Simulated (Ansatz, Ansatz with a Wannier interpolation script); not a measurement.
# Settings in Wannier-interpolated G0W0: SiO2 (P3_221)

How do the Wannier model and the GW settings move the interpolated bands of SiO2 (P3_221)?

Method: maximally localised Wannier functions, LDA, plane waves, PAW; PAW set soft_1, in Ansatz 0.2.0.

**1. The starting structure**

Symmetry: P3_221, No. 154, trigonal system. The conventional cell has a = 4.916 Å, b = 4.916 Å, c = 5.408 Å, α = 90.00°, β = 90.00°, γ = 120.00°. Nearest to Si lie 4 O at 1.61 Å. O has 2 Si at 1.61 Å nearest. Farther neighbours and most contacts between anions are not listed.

The cell and positions come from the Crystallography Open Database and are kept as given unless a step says otherwise.

**2. Wannier model on 12×12×8**

Contents of input.yaml:

```yaml
crystal:
  lattice:
    - [4.91636, 0.0, 0.0]
    - [-2.45818, 4.25769265, 0.0]
    - [0.0, 0.0, 5.4084]
  atoms:
    - { symbol: Si, position: [0.46973, 0.0, 0.66666667] }
    - { symbol: Si, position: [0.0, 0.46973, 0.33333333] }
    - { symbol: Si, position: [0.53027, 0.53027, 0.0] }
    - { symbol: O, position: [0.41354, 0.26758, 0.78558] }
    - { symbol: O, position: [0.73242, 0.14596, 0.45224667] }
    - { symbol: O, position: [0.85404, 0.58646, 0.11891333] }
    - { symbol: O, position: [0.26758, 0.41354, 0.21442] }
    - { symbol: O, position: [0.14596, 0.73242, 0.54775333] }
    - { symbol: O, position: [0.58646, 0.85404, 0.88108667] }
kpoints:
  mp_grid: { grid: [6, 6, 4] }
hamiltonian:
  xc: lda
  pseudopotentials: { kind: paw, azcp: { folder: soft_1 }, xc_functional: pbe }
scf:
  occupations: { method: fixed }
  n_extra_bands: 60
output:
  wannier:
    kmesh: [12, 12, 8]
    projections:
      - { species: O, l: p, shell: 2 }
      - { species: Si, l: s, shell: 3 }
      - { species: Si, l: p, shell: 3 }
    minimise: true
    write_hr: true
    seedname: w
    conv_tol: 1.0e-06
    max_iter: 20000
    stability_check: false
    disentanglement:
      window: [-1.32, 19.96]
      frozen_window: [-1.32, 10.91]
      conv_tol: 1.0e-08
```

Command:

```
$ ansatz run input.yaml --threads 3 --pin off --max-ram 92160MiB --backend cuda --events-out ev --progress --plain --runs-dir out --devices 1 --max-vram 13GiB
```

Numbers of over 12 decimals in the logs are rounded to 6 here.

The program printed:

```text
scf.n_extra_bands = 60 over 24 filled bands (N_el = 48.0): the run solves 84 bands
GPUs: using 1 of 1 available (devices: 1).
Engine: ansatz 0.2.0, x86_64-unknown-linux-gnu
Pseudopotentials: kind: paw
Pseudopotential: Si, paw, valence charge 4, recommended cutoff 420 eV (normal), soft_1/Si.paw.azcp
Pseudopotential: O, paw, valence charge 6, recommended cutoff 420 eV (normal), soft_1/O.paw.azcp
Functional definition: SPW92
  exchange = slater_x
  correlation = pw_c
device memory: the entry about to start is reckoned to put 3.0 GiB on a device that reports 47.5 GiB free (of which the cap on the GPU budget leaves the run 13.0 GiB)
GPU FFT provider: cuFFT
GPU libraries: cuBLAS 13.8.2, cuFFT 12.4.0, cuSOLVER 12.3.4
Crystal: 9 atoms, lattice volume = 113.211 Å³
Basis set: ecut = 420 eV, 2209 PW (Γ)
Bands: 84, of which v1, the nominal top of the filled ones, is band 24 counted from 1 (23 counted from 0)
Symmetry: 6 space group operations
Space group: P3221 (ITA 154), of the structure as read, at distance tolerance 4.8e-5 Å
k-points: 24 of 144 (time reversal used)
Non-local potential: Si, projectors of the file, l = 0: 2, l = 1: 2, l = 2: 1
Non-local potential: O, projectors of the file, l = 0: 2, l = 1: 2, l = 2: 1
PAW form: soft (Blöchl's): semilocal exchange-correlation on the pseudo side does not see the compensation charge
PAW frozen core: Si, regenerated for the run's functional, and the local potential with it (the file was generated under x = pbe(κ = 0.804, μ = 0.219515), c = pbe(β = 0.066725))
PAW frozen core: O, regenerated for the run's functional, and the local potential with it (the file was generated under x = pbe(κ = 0.804, μ = 0.219515), c = pbe(β = 0.066725))
PAW one-centre angular grid: Si, 110 points (default); XC on 64 Gauss nodes
PAW one-centre angular grid: O, 110 points (default); XC on 64 Gauss nodes
Initial density: superposition of atomic densities (chi_scale 0.1, normalization cell, long waves kept (reshape's long-wave potential 0.01 eV rms))
Initial wavefunctions: pseudopotential atomic-orbital guess
GPU buffer pool allocated for 51840 grid points (all kernels)
GPU transforms: local potential and band sums: pruned to the plane-wave sphere, on 36×36×40
Functional: x = slater, c = lda
SCF iter   1: F=—  HF=-5172.963985 eV  |F-HF|=—  |Δ(HF+E_count)|=         —  Δρ=1.26e-1  dr2=1.59e1  ethr=3.10e-3  ⟨swp⟩=4.0  Hψ=7679  notcnv=0  defer=1346
preconditioner: auto → Resta (q_TF=auto, 2.365 Å⁻¹)  ε∞=1.6  [insulator: Δε(μ)=7.240 eV  Ē_g=30.360 eV  n_scr=22 (ndim 8)  ℏωp=24.2 eV  f_vac=0.003  ε∞_Penn≈1.6]
SCF iter   2: F=—  HF=-5168.457089 eV  |F-HF|=—  |Δ(HF+E_count)|=    4.51e0  Δρ=4.95e-2  dr2=9.83e-1  ethr=3.10e-3  ⟨swp⟩=2.9  Hψ=3075  notcnv=0  defer=1316
SCF iter   3: F=—  HF=-5168.225777 eV  |F-HF|=—  |Δ(HF+E_count)|=   2.31e-1  Δρ=1.97e-2  dr2=2.21e-1  ethr=2.05e-3  ⟨swp⟩=2.0  Hψ=1217  notcnv=0  defer=1374
SCF iter   4: F=—  HF=-5168.187346 eV  |F-HF|=—  |Δ(HF+E_count)|=   3.84e-2  Δρ=4.26e-3  dr2=1.07e-2  ethr=4.60e-4  ⟨swp⟩=2.0  Hψ=2518  notcnv=0  defer=1296
SCF iter   5: F=—  HF=-5168.186326 eV  |F-HF|=—  |Δ(HF+E_count)|=   1.02e-3  Δρ=4.64e-4  dr2=1.52e-4  ethr=2.23e-5  ⟨swp⟩=3.0  Hψ=1259  notcnv=0  defer=1390
SCF iter   6: F=—  HF=-5168.186280 eV  |F-HF|=—  |Δ(HF+E_count)|=   4.61e-5  Δρ=3.85e-5  dr2=1.59e-6  ethr=3.16e-7  ⟨swp⟩=2.3  Hψ=1303  notcnv=0  defer=1278
SCF iter   7: F=—  HF=-5168.186398 eV  |F-HF|=—  |Δ(HF+E_count)|=   1.18e-4  Δρ=6.37e-6  dr2=5.92e-8  ethr=2.08e-10  ⟨swp⟩=18.5  Hψ=20140  notcnv=0
SCF iter   8: F=-5168.186398 eV  HF=-5168.186398 eV  |F-HF|=5.67e-10  |Δ(HF+E_count)|=   1.69e-8  Δρ=1.10e-6  dr2=1.08e-9  ethr=1.23e-10  ⟨swp⟩=1.0  Hψ=3663  notcnv=0
SCF 1 converged in 8 iterations: F = -5168.186398 eV  dr2 = 1.08e-9
[...]
device memory: the entry about to start is reckoned to put 3.1 GiB (of the 3.3 GiB reckoned in all, the device holds 0.2 GiB already) on a device that reports 48.7 GiB free (of which the cap on the GPU budget leaves the run 12.8 GiB)
NSCF: frozen V_eff on 24 k-points, pencils in batches of 32, up to order 336
[...]
device memory: the entry about to start is reckoned to put 3.7 GiB on a device that reports 49.3 GiB free (of which the cap on the GPU budget leaves the run 13.0 GiB)
NSCF: frozen V_eff on 133 k-points
the Wannier pass solved 133 of the 1152 points of its mesh, and has the states at the others by symmetry: states obtained by the crystal's operations at points that were solved too leave a residual of 3.71e-13 eV (read by the count's bands and the next), within 5.56e-6 eV
SCF converged after 8 iterations
Free energy (F): -5168.186398 eV
Harris-Foulkes:  -5168.186398 eV  (|F-HF|=5.67e-10)
Internal energy: -5168.186398 eV  (E = F + TS)
E sigma→0 (E₀):  -5168.186398 eV
Fermi energy:    2.163980 eV
--- Per-component energies (eV) ---
  E_band       = -221.042554
  E_kinetic    = 1160.856038
  E_local      = -2934.512970  (includes V_loc(G=0)·N_el)
  E_nonlocal   = 396.948246
  E_hartree    = 1064.739263
  E_xc         = -593.008410
  E_vxc        = -690.905232  (∫ρ·V_xc dr)
  E_paw        = -2373.750572  (= ΣΔE_a)
  E_vpaw       = -282.910818  (= ΣTr[D̂ρ^β])
  E_aug_tail   = 0.005126  (compensation charges beyond the density's cutoff)
  E_ewald      = -1890.297641
  E_core_change = 0.834521  (= ΣΔE_core)
  E_smearing   = -0.000000  (= −TS)
  E_closure    = 0.000000  (closes the sum)
  Σ components = -5168.186398   (vs F -5168.186398, Δ=0.00e0)
--- Band table (eV; the first three rows and the last of 24) ---
  k-point 0: bands = [... 20 lower, 1.1454, 1.4702, 1.8373, 1.8373, 7.9102, 11.1825, 11.1825, 11.6570, ... 56 higher]
  k-point 1: bands = [... 20 lower, 1.0662, 1.6248, 1.9357, 2.0665, 8.5095, 11.0488, 11.0906, 11.1364, ... 56 higher]
  k-point 2: bands = [... 20 lower, 0.9307, 1.9494, 1.9494, 2.0746, 9.8552, 9.8552, 10.8651, 11.6522, ... 56 higher]
  k-point 23: bands = [... 20 lower, 1.2170, 1.3898, 1.5678, 1.5678, 11.0401, 11.6430, 11.6430, 11.9941, ... 56 higher]
```

Run time: 33 s. Hardware: 1 × NVIDIA H100 80GB HBM3 (shared by 6 runs) with 3 threads of AMD EPYC 7R13 (Zen 3), shared host; peak memory 2.3 GiB.

The column dr2 measures how far the density is from self-consistency, as an energy; F and HF (Harris–Foulkes) agree once it is small.

The run ended with an error after its SCF cycle had converged; no result of it is taken.

**3. Wannier model on 12×12×8**

Changes to input.yaml since step 2:

```diff
@@ -37,4 +37,4 @@
     disentanglement:
-      window: [-1.32, 19.96]
-      frozen_window: [-1.32, 10.91]
+      window: [-1.32, 22.29]
+      frozen_window: [-1.32, 11.91]
       conv_tol: 1.0e-08
```

The program printed:

```text
scf.n_extra_bands = 60 over 24 filled bands (N_el = 48.0): the run solves 84 bands
GPUs: using 1 of 1 available (devices: 1).
Engine: ansatz 0.2.0, x86_64-unknown-linux-gnu
Pseudopotentials: kind: paw
Pseudopotential: Si, paw, valence charge 4, recommended cutoff 420 eV (normal), soft_1/Si.paw.azcp
Pseudopotential: O, paw, valence charge 6, recommended cutoff 420 eV (normal), soft_1/O.paw.azcp
Functional definition: SPW92
  exchange = slater_x
  correlation = pw_c
device memory: the entry about to start is reckoned to put 3.0 GiB on a device that reports 57.4 GiB free (of which the cap on the GPU budget leaves the run 13.0 GiB)
GPU FFT provider: cuFFT
GPU libraries: cuBLAS 13.8.2, cuFFT 12.4.0, cuSOLVER 12.3.4
Crystal: 9 atoms, lattice volume = 113.211 Å³
Basis set: ecut = 420 eV, 2209 PW (Γ)
Bands: 84, of which v1, the nominal top of the filled ones, is band 24 counted from 1 (23 counted from 0)
Symmetry: 6 space group operations
Space group: P3221 (ITA 154), of the structure as read, at distance tolerance 4.8e-5 Å
k-points: 24 of 144 (time reversal used)
Non-local potential: Si, projectors of the file, l = 0: 2, l = 1: 2, l = 2: 1
Non-local potential: O, projectors of the file, l = 0: 2, l = 1: 2, l = 2: 1
PAW form: soft (Blöchl's): semilocal exchange-correlation on the pseudo side does not see the compensation charge
PAW frozen core: Si, regenerated for the run's functional, and the local potential with it (the file was generated under x = pbe(κ = 0.804, μ = 0.219515), c = pbe(β = 0.066725))
[...]
NSCF: frozen V_eff on 24 k-points, pencils in batches of 32, up to order 336
[...]
device memory: the entry about to start is reckoned to put 3.7 GiB on a device that reports 50.0 GiB free (of which the cap on the GPU budget leaves the run 13.0 GiB)
NSCF: frozen V_eff on 133 k-points
the Wannier pass solved 133 of the 1152 points of its mesh, and has the states at the others by symmetry: states obtained by the crystal's operations at points that were solved too leave a residual of 3.71e-13 eV (read by the count's bands and the next), within 5.56e-6 eV
SCF converged after 8 iterations
Free energy (F): -5168.186398 eV
Harris-Foulkes:  -5168.186398 eV  (|F-HF|=5.67e-10)
Internal energy: -5168.186398 eV  (E = F + TS)
E sigma→0 (E₀):  -5168.186398 eV
Fermi energy:    2.163980 eV
--- Per-component energies (eV) ---
  E_band       = -221.042554
  E_kinetic    = 1160.856038
  E_local      = -2934.512970  (includes V_loc(G=0)·N_el)
  E_nonlocal   = 396.948246
  E_hartree    = 1064.739263
  E_xc         = -593.008410
  E_vxc        = -690.905232  (∫ρ·V_xc dr)
  E_paw        = -2373.750572  (= ΣΔE_a)
  E_vpaw       = -282.910818  (= ΣTr[D̂ρ^β])
  E_aug_tail   = 0.005126  (compensation charges beyond the density's cutoff)
  E_ewald      = -1890.297641
  E_core_change = 0.834521  (= ΣΔE_core)
  E_smearing   = -0.000000  (= −TS)
  E_closure    = 0.000000  (closes the sum)
  Σ components = -5168.186398   (vs F -5168.186398, Δ=0.00e0)
--- Band table (eV; the first three rows and the last of 24) ---
  k-point 0: bands = [... 20 lower, 1.1454, 1.4702, 1.8373, 1.8373, 7.9102, 11.1825, 11.1825, 11.6570, ... 56 higher]
  k-point 1: bands = [... 20 lower, 1.0662, 1.6248, 1.9357, 2.0665, 8.5095, 11.0488, 11.0906, 11.1364, ... 56 higher]
  k-point 2: bands = [... 20 lower, 0.9307, 1.9494, 1.9494, 2.0746, 9.8552, 9.8552, 10.8651, 11.6522, ... 56 higher]
  k-point 23: bands = [... 20 lower, 1.2170, 1.3898, 1.5678, 1.5678, 11.0401, 11.6430, 11.6430, 11.9941, ... 56 higher]
```

Wall time 29 s (1 × NVIDIA H100 80GB HBM3 (shared by 6 runs) with 3 threads); peak memory 2.3 GiB.

The run ended with an error after its SCF cycle had converged; no result of it is taken.

**4. Wannier model on 12×12×8**

Localised functions give a small Hamiltonian that interpolates between mesh points at no cost.

Changes to input.yaml since step 3:

```diff
@@ -37,4 +37,4 @@
     disentanglement:
-      window: [-1.32, 22.29]
-      frozen_window: [-1.32, 11.91]
+      window: [-7.37, 16.72]
+      frozen_window: [-7.37, 10.91]
       conv_tol: 1.0e-08
```

The program printed:

```text
[...]
GPUs: using 1 of 1 available (devices: 1).
[...]
GPU FFT provider: cuFFT
GPU libraries: cuBLAS 13.8.2, cuFFT 12.4.0, cuSOLVER 12.3.4
Crystal: 9 atoms, lattice volume = 113.211 Å³
Basis set: ecut = 420 eV, 2209 PW (Γ)
Bands: 84, of which v1, the nominal top of the filled ones, is band 24 counted from 1 (23 counted from 0)
Symmetry: 6 space group operations
[...]
k-points: 24 of 144 (time reversal used)
[...]
GPU buffer pool allocated for 51840 grid points (all kernels)
[...]
SCF iter   1: F=—  HF=-5172.963985 eV  |F-HF|=—  |Δ(HF+E_count)|=         —  Δρ=1.26e-1  dr2=1.59e1  ethr=3.10e-3  ⟨swp⟩=4.0  Hψ=7679  notcnv=0  defer=1346
[...]
SCF iter   8: F=-5168.186398 eV  HF=-5168.186398 eV  |F-HF|=5.67e-10  |Δ(HF+E_count)|=   1.69e-8  Δρ=1.10e-6  dr2=1.08e-9  ethr=1.23e-10  ⟨swp⟩=1.0  Hψ=3663  notcnv=0
SCF 1 converged in 8 iterations: F = -5168.186398 eV  dr2 = 1.08e-9
[...]
NSCF: frozen V_eff on 24 k-points, pencils in batches of 32, up to order 336
[...]
NSCF: frozen V_eff on 133 k-points
[...]
SCF converged after 8 iterations
Free energy (F): -5168.186398 eV
[...]
Internal energy: -5168.186398 eV  (E = F + TS)
E sigma→0 (E₀):  -5168.186398 eV
Fermi energy:    2.163980 eV
[...]
--- Band table (eV; the first three rows and the last of 24) ---
  k-point 0: bands = [... 20 lower, 1.1454, 1.4702, 1.8373, 1.8373, 7.9102, 11.1825, 11.1825, 11.6570, ... 56 higher]
  k-point 1: bands = [... 20 lower, 1.0662, 1.6248, 1.9357, 2.0665, 8.5095, 11.0488, 11.0906, 11.1364, ... 56 higher]
  k-point 2: bands = [... 20 lower, 0.9307, 1.9494, 1.9494, 2.0746, 9.8552, 9.8552, 10.8651, 11.6522, ... 56 higher]
  k-point 23: bands = [... 20 lower, 1.2170, 1.3898, 1.5678, 1.5678, 11.0401, 11.6430, 11.6430, 11.9941, ... 56 higher]
Wannier search: line search 1 of at most 20000: gauge-dependent spread (as the search counts it) 21.3572453 Å², largest recent change 2.2e0 Å² against conv_tol 1.0e-6 Å², 0 stops escaped
[...]
```

It took 71 s on 1 × NVIDIA H100 80GB HBM3 (shared by 6 runs) with 3 threads; peak memory 2.2 GiB; 80 s of CPU time.

Numbers from this step:

| Item | Value |
| --- | --- |
| gauge-invariant spread | 35.50 Å² |
| diagonal spread | 0.03159 Å² |
| off-diagonal spread | 2.253 Å² |
| total spread | 37.79 Å² |
| least projectability | 0.2239 |
| localisation steps | 664 |
| disentanglement steps | 548 |
| r.m.s. interpolation error | 9.26e-5 eV |
| r.m.s. error near the gap | 1.21e-4 eV |

Near the gap the model misses directly solved bands by 0.1 meV r.m.s. and by 2 meV at most in the window tested. This tests the starting bands, not the corrections carried with them.

Frozen up to 8.75 eV; above it the model need not follow the bands. The electronic bands at the labelled points (eV, zero at the valence-band top):

```
    point  band 21  band 22  band 23  band 24  band 25  band 26  band 27  band 28
        Γ    -1.02    -0.69    -0.33    -0.33     5.75     9.02     9.02     9.49
  halfway    -1.02    -0.85    -0.24    -0.16     6.63     9.05     9.13     9.64
        M    -1.05    -0.79    -0.27    -0.04     8.01     8.73     9.43     9.49
  halfway    -1.11    -0.63    -0.32    -0.02     8.20     8.80     9.36     9.67
        K    -1.24    -0.44    -0.44     0.00     8.66     8.66     9.16    10.10
  halfway    -0.93    -0.88    -0.25    -0.12     6.88     9.07     9.21     9.73
        Γ    -1.02    -0.69    -0.33    -0.33     5.75     9.02     9.02     9.49
  halfway    -1.10    -0.54    -0.23    -0.10     6.35     8.88     8.93     8.97
        A    -1.23    -0.21    -0.21    -0.09     7.69     7.69     8.70     9.49
  halfway    -1.10    -0.45    -0.42    -0.15     8.10     8.21     9.06     9.45
        L    -0.90    -0.85    -0.61    -0.19     8.76     9.25     9.34     9.50
  halfway    -0.87    -0.85    -0.63    -0.33     8.79     9.37     9.43     9.63
        H    -0.95    -0.77    -0.60    -0.60     8.88     9.49     9.49     9.91
  halfway    -1.08    -0.55    -0.39    -0.22     8.24     8.36     9.13     9.63
        A    -1.23    -0.21    -0.21    -0.09     7.69     7.69     8.70     9.49
jump to L    -0.90    -0.85    -0.61    -0.19     8.76     9.25     9.34     9.50
  halfway    -0.97    -0.73    -0.45    -0.12     8.32     8.86     9.29     9.77
        M    -1.05    -0.79    -0.27    -0.04     8.01     8.73     9.43     9.49
jump to H    -0.95    -0.77    -0.60    -0.60     8.88     9.49     9.49     9.91
  halfway    -1.03    -0.55    -0.51    -0.20     8.74     8.94     9.35    10.01
        K    -1.24    -0.44    -0.44     0.00     8.66     8.66     9.16    10.10
```

The same for Kohn-Sham, solved directly:

```
point  band 21  band 22  band 23  band 24  band 25  band 26  band 27  band 28
    Γ    -1.02    -0.69    -0.33    -0.33     5.75     9.02     9.02     9.49
    M    -1.05    -0.79    -0.27    -0.04     8.01     8.73     9.43     9.46
    K    -1.24    -0.44    -0.44     0.00     8.66     8.66     9.15    10.10
    Γ    -1.02    -0.69    -0.33    -0.33     5.75     9.02     9.02     9.49
    A    -1.23    -0.21    -0.21    -0.09     7.69     7.69     8.70     9.49
    L    -0.90    -0.85    -0.61    -0.19     8.76     9.19     9.34     9.48
    H    -0.95    -0.77    -0.60    -0.60     8.88     9.48     9.48     9.83
    A    -1.23    -0.21    -0.21    -0.09     7.69     7.69     8.70     9.49
    L    -0.90    -0.85    -0.61    -0.19     8.76     9.19     9.34     9.48
    M    -1.05    -0.79    -0.27    -0.04     8.01     8.73     9.43     9.46
    H    -0.95    -0.77    -0.60    -0.60     8.88     9.48     9.48     9.83
    K    -1.24    -0.44    -0.44     0.00     8.66     8.66     9.15    10.10
```

(Continued in part 2 of 2.)

[Paths, hosts, dates, memory and timing lines, banners, echoed tables and standing remarks are left out of the program output.]

[Logs are printed without paths, hosts, clocks, repeated set-up lines and the standing remarks that a program may print on its own settings, such as how far it seeks lower states.]

[Runs of the session that timed out or met a known fault of the program may be left out.]

[Hosts, paths, dates, database ids (printed as entryN), source tags and the programs' standing remarks are cut or masked in the printed files.]
